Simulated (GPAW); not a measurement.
# Work function of 1T-PbBrI monolayer at several levels

How far do functional and basis move the work function of 1T-PbBrI monolayer? Where a layer proves gapped, the work function hangs on where the smearing puts the Fermi level, and the band edges take its place.

Method: GPAW, PAW setups; layer in a repeated cell with vacuum, relaxation of atoms and in-plane cell, in the first sound run; inputs show where later runs differ, in GPAW 26.7.0.

## 1. The structure

The cell holds 3 atoms: 1 I, 1 Pb and 1 Br. Cell: a = 4.142 Å, b = 4.142 Å, c = 16.488 Å, α = 90.0°, β = 90.0°, γ = 120.0°. Vacuum lies along c.

## 2. Relaxation

Forces are removed first; all later runs use this geometry.

Contents of run.py:

```python
import json
import numpy as np
from ase import Atoms
from ase.filters import FrechetCellFilter
from ase.optimize import BFGS
from gpaw import GPAW, PW

slab = Atoms(
    ['I', 'Pb', 'Br'],
    positions=[
        [2.07121, 1.19581, 7.00000],
        [0.00000, 0.00000, 8.45028],
        [-0.00000, 2.39163, 9.48786]],
    cell=[[4.14242, 0.0, 0.0], [-2.07121, 3.58744, 0.0], [0.0, 0.0, 16.4879]],
    pbc=[True, True, True])

slab.calc = GPAW(mode=PW(600), xc='PBE', kpts={'size': (9, 9, 1), 'gamma': True},
                 occupations={'name': 'fermi-dirac', 'width': 0.05}, nbands='200%',
                 convergence={'density': 1e-05}, maxiter=200,
                 symmetry={'tolerance': 1e-3}, txt='slab.txt')
result = {}
# The in-plane cell is free; stress needs a cell that repeats along all three vectors
path = []
opt = BFGS(FrechetCellFilter(slab, mask=[1, 1, 0, 0, 0, 1]), maxstep=0.2)
opt.attach(lambda: path.append((slab.get_potential_energy(), slab.positions.tolist(), slab.get_forces().tolist())))
result['relaxed'] = bool(opt.run(fmax=0.02, steps=45))
result['path'] = path
result['cell'] = slab.cell.tolist()
print('in-plane lattice', slab.cell.cellpar().round(4)[[0, 1, 5]])
energy = slab.get_potential_energy()
fermi = slab.calc.get_fermi_level()
v = slab.calc.get_electrostatic_potential().mean((0, 1)) - fermi
n = slab.calc.get_pseudo_density().mean((0, 1))
L = slab.cell[2, 2]
z = np.arange(len(v)) * L / len(v)
low, high = slab.positions[:, 2].min(), slab.positions[:, 2].max()
below, above = np.interp([low - 4.8, high + 4.8], z, v)
slopes = [np.interp(x, z, np.gradient(v, z)) for x in (low - 4.8, high + 4.8)]
eps = np.array([[slab.calc.get_eigenvalues(k, s) for k in range(len(slab.calc.get_ibz_k_points()))]
                for s in range(slab.calc.get_number_of_spins())]) - fermi
top, bottom = eps[eps < 0].max(), eps[eps > 0].min()
dipole = slab.get_dipole_moment()[2]
print(f'energy {energy:.4f} eV, Fermi level {fermi:.4f} eV, dipole {dipole:.5f} e A')
print(f'potential 4.8 A off the faces, from the Fermi level: lower {below:.4f} eV, upper {above:.4f} eV')
print(f'slope of the potential there: lower {slopes[0]:.5f}, upper {slopes[1]:.5f} eV/A')
print(f'nearest levels on the mesh: {top:.4f} and {bottom:.4f} eV')
print('magnetic moment', round(slab.get_magnetic_moment(), 3))
result.update(energy=energy, fermi=fermi, dipole=dipole, below=below, above=above, slopes=slopes, edges=[top, bottom],
              z=z.tolist(), v=v.tolist(), n=n.tolist(), positions=slab.positions.tolist(),
              forces=slab.get_forces(apply_constraint=False).tolist(), moments=slab.get_magnetic_moments().tolist())
json.dump(result, open('result.json', 'w'))
```

Started as:

```
OMP_NUM_THREADS=1 OPENBLAS_NUM_THREADS=1 python run.py
```

Log:

```text
Step          Energy          fmax
BFGS:    0       -5.759007        6.390562
BFGS:    1       -7.296064        4.326877
BFGS:    2       -8.963217        1.292582
BFGS:    3       -9.218015        0.581533
BFGS:    4       -9.260574        0.303625
BFGS:    5       -9.264516        0.228252
BFGS:    6       -9.267395        0.177765
BFGS:    7       -9.274398        0.237586
BFGS:    8       -9.282816        0.244909
BFGS:    9       -9.290157        0.234539
BFGS:   10       -9.294862        0.283556
BFGS:   11       -9.298660        0.262378
BFGS:   12       -9.303379        0.236292
BFGS:   13       -9.309531        0.150221
BFGS:   14       -9.312752        0.059129
BFGS:   15       -9.313492        0.013523
in-plane lattice [  4.5711   4.5711 120.    ]
energy -9.3135 eV, Fermi level -1.8433 eV, dipole -0.03245 e A
potential 4.8 A off the faces, from the Fermi level: lower 5.1602 eV, upper 5.2267 eV
slope of the potential there: lower -0.01983, upper -0.01969 eV/A
nearest levels on the mesh: -1.5576 and 1.1329 eV
magnetic moment 0.0
```

Wall time 17 min (1 thread of Arm Neoverse V1, shared host); peak memory 0.48 GiB.

This step gave:

```
dipole along the normal                    : -0.03245 e·Å
levels nearest the Fermi level on the mesh : -1.558, 1.133 eV from the Fermi level
```

Table of electrostatic potential energy of an electron (without an applied field's), less the Fermi level, planar mean by z:

z (Å), electrostatic potential energy of an electron (without an applied field's), less the Fermi level, planar mean (eV) and a bar from the least value:
```
        0        5.2 ##############################
        1        5.2 ##############################
        2        5.2 ##############################
        3        5.1 ##############################
        4        5.1 ##############################
        5        4.6 ############################
        6       -3.5 #########
        7       -4.7 ######
        8       -6.5 ##
        9       -4.2 ########
       10       -7.4 
       11        3.8 ###########################
       12        5.2 ##############################
       13        5.3 ##############################
       14        5.2 ##############################
       15        5.2 ##############################
       16        5.2 ##############################
```

Table of pseudo valence density, planar mean by z:

| z (Å) | pseudo valence density, planar mean (e/Å³) |
| --- | --- |
| 0.00 | 0 |
| 0.52 | 0 |
| 0.86 | 0 |
| 1.37 | 0 |
| 1.72 | 1.6e-6 |
| 2.23 | 6.3e-6 |
| 2.58 | 1.8e-5 |
| 3.09 | 8.6e-5 |
| 3.61 | 4.0e-4 |
| 3.95 | 0.00112 |
| 4.47 | 0.00523 |
| 4.81 | 0.0145 |
| 5.32 | 0.0626 |
| 5.67 | 0.143 |
| 6.18 | 0.188 |
| 6.70 | 0.157 |
| 7.04 | 0.242 |
| 7.56 | 0.209 |
| 7.90 | 0.315 |
| 8.42 | 0.713 |
| 8.76 | 0.474 |
| 9.27 | 0.265 |
| 9.62 | 0.267 |
| 10.13 | 0.221 |
| 10.65 | 0.175 |
| 10.99 | 0.0784 |
| 11.51 | 0.0163 |
| 11.85 | 0.00551 |
| 12.37 | 0.00110 |
| 12.71 | 3.8e-4 |
| 13.22 | 7.6e-5 |
| 13.74 | 1.5e-5 |
| 14.08 | 5.4e-6 |
| 14.60 | 1.1e-6 |
| 14.94 | 0 |
| 15.46 | 0 |
| 15.80 | 0 |
| 16.32 | 0 |

The relaxation lowered the energy of the cell by 3.55 eV (energies extrapolated to zero smearing; the optimiser's log prints free energies). The largest force left on a free atom is 0.0085 eV/Å.

## 3. The slab's potential

The work function is the vacuum plateau of the electrostatic potential less the Fermi level; a dipole layer lets the two faces have plateaus of their own.

This step: GPAW, PAW setups; slab in vacuum (GPAW 26.7.0).

The cell differs from the one that the last finished run ended in (c 16.488 → 17.520 Å).

run.py, as its differences from that of step 2:

```diff
@@ -3,4 +3,2 @@
 from ase import Atoms
-from ase.filters import FrechetCellFilter
-from ase.optimize import BFGS
 from gpaw import GPAW, PW
@@ -10,21 +8,14 @@
     positions=[
-        [2.07121, 1.19581, 7.00000],
-        [0.00000, 0.00000, 8.45028],
-        [-0.00000, 2.39163, 9.48786]],
-    cell=[[4.14242, 0.0, 0.0], [-2.07121, 3.58744, 0.0], [0.0, 0.0, 16.4879]],
-    pbc=[True, True, True])
+        [2.28556, 1.31957, 7.00000],
+        [-0.00000, 0.00000, 8.92237],
+        [-0.00000, 2.63914, 10.51957]],
+    cell=[[4.57112, -0.0, 0.0], [-2.28556, 3.95871, 0.0], [0.0, 0.0, 17.5196]],
+    pbc=[True, True, False])
 
-slab.calc = GPAW(mode=PW(600), xc='PBE', kpts={'size': (9, 9, 1), 'gamma': True},
+slab.calc = GPAW(mode=PW(400), xc='PBE', kpts={'size': (9, 9, 1), 'gamma': True},
                  occupations={'name': 'fermi-dirac', 'width': 0.05}, nbands='200%',
                  convergence={'density': 1e-05}, maxiter=200,
+                 poissonsolver={'dipolelayer': 'xy'},
                  symmetry={'tolerance': 1e-3}, txt='slab.txt')
 result = {}
-# The in-plane cell is free; stress needs a cell that repeats along all three vectors
-path = []
-opt = BFGS(FrechetCellFilter(slab, mask=[1, 1, 0, 0, 0, 1]), maxstep=0.2)
-opt.attach(lambda: path.append((slab.get_potential_energy(), slab.positions.tolist(), slab.get_forces().tolist())))
-result['relaxed'] = bool(opt.run(fmax=0.02, steps=45))
-result['path'] = path
-result['cell'] = slab.cell.tolist()
-print('in-plane lattice', slab.cell.cellpar().round(4)[[0, 1, 5]])
 energy = slab.get_potential_energy()
```

Log:

```text
energy -9.2302 eV, Fermi level -1.8954 eV, dipole -0.02231 e A
potential 4.8 A off the faces, from the Fermi level: lower 4.9371 eV, upper 5.1618 eV
slope of the potential there: lower -0.00007, upper 0.00010 eV/A
nearest levels on the mesh: -1.7064 and 0.9866 eV
magnetic moment 0.0
```

Run time: 41 s. Hardware: 1 thread; peak memory 0.24 GiB.

Numbers from this step:

```
dipole along the normal                    : -0.02231 e·Å
levels nearest the Fermi level on the mesh : -1.706, 0.9866 eV from the Fermi level
upper work function                        : 5.162 eV
lower work function                        : 4.937 eV
upper ionisation energy                    : 6.868 eV
```

Electrostatic potential energy of an electron (without an applied field's), less the Fermi level, planar mean against z:

```
z (Å)  electrostatic potential energy of an electron (without an applied field's), less the Fermi level, planar mean (eV)
  0.0                                                                                                                5.05
  0.5                                                                                                                4.94
  1.0                                                                                                                4.94
  1.5                                                                                                                4.94
  2.0                                                                                                                4.94
  2.5                                                                                                                4.94
  3.0                                                                                                                4.94
  3.5                                                                                                                4.94
  4.0                                                                                                                4.93
  4.5                                                                                                                4.91
  5.0                                                                                                                4.82
  5.5                                                                                                                4.41
  6.0                                                                                                                2.64
  6.5                                                                                                               -3.62
  7.0                                                                                                               -11.3
  7.5                                                                                                               -4.88
  8.0                                                                                                               -1.22
  8.5                                                                                                               -6.60
  9.0                                                                                                               -11.4
  9.5                                                                                                               -4.34
 10.0                                                                                                               -3.16
 10.5                                                                                                               -7.53
 11.0                                                                                                               -1.17
 11.5                                                                                                                3.68
 12.0                                                                                                                4.86
 12.5                                                                                                                5.10
 13.0                                                                                                                5.15
 13.5                                                                                                                5.16
 14.0                                                                                                                5.16
 14.5                                                                                                                5.16
 15.0                                                                                                                5.16
 15.5                                                                                                                5.16
 16.0                                                                                                                5.16
 16.5                                                                                                                5.16
 17.0                                                                                                                5.16
```

The pseudo valence density, planar mean by z:

```
z (Å)  pseudo valence density, planar mean (e/Å³)
 0.00                                     -7.6e-7
 0.43                                     -7.5e-7
 0.87                                     -7.3e-7
 1.30                                           0
 1.95                                      1.5e-6
 2.38                                      3.2e-6
 2.81                                      9.3e-6
 3.24                                      3.2e-5
 3.68                                      1.1e-4
 4.11                                      4.1e-4
 4.76                                     0.00282
 5.19                                      0.0102
 5.62                                      0.0361
 6.06                                       0.112
 6.49                                       0.214
 6.92                                       0.112
 7.57                                       0.241
 8.00                                       0.205
 8.44                                       0.336
 8.87                                       0.704
 9.30                                       0.438
 9.73                                       0.268
10.38                                       0.234
10.81                                       0.229
11.25                                       0.145
11.68                                      0.0452
12.11                                      0.0117
12.54                                     0.00299
13.19                                      3.9e-4
13.63                                      1.0e-4
14.06                                      2.5e-5
14.49                                      6.0e-6
14.92                                      9.2e-7
15.36                                           0
16.01                                      1.0e-6
16.44                                      9.3e-7
16.87                                      8.9e-7
17.30                                      8.8e-7
```

The layer is gapped, so the Fermi level lies somewhere inside the gap, set by smearing and numerics, and these work functions are no property of the material; the band edges below the vacuum level are. The potential is flat to 9.7e-5 eV/Å where it is read, so the vacuum is wide enough.

(Part 1 of 3 ends here.)

[Logs are printed without paths, hosts, clocks, repeated set-up lines and the standing remarks that a program may print on its own settings, such as how far it seeks lower states.]

[Hosts, paths, dates, database ids (printed as entryN), source tags and the programs' standing remarks are cut or masked in the printed files.]
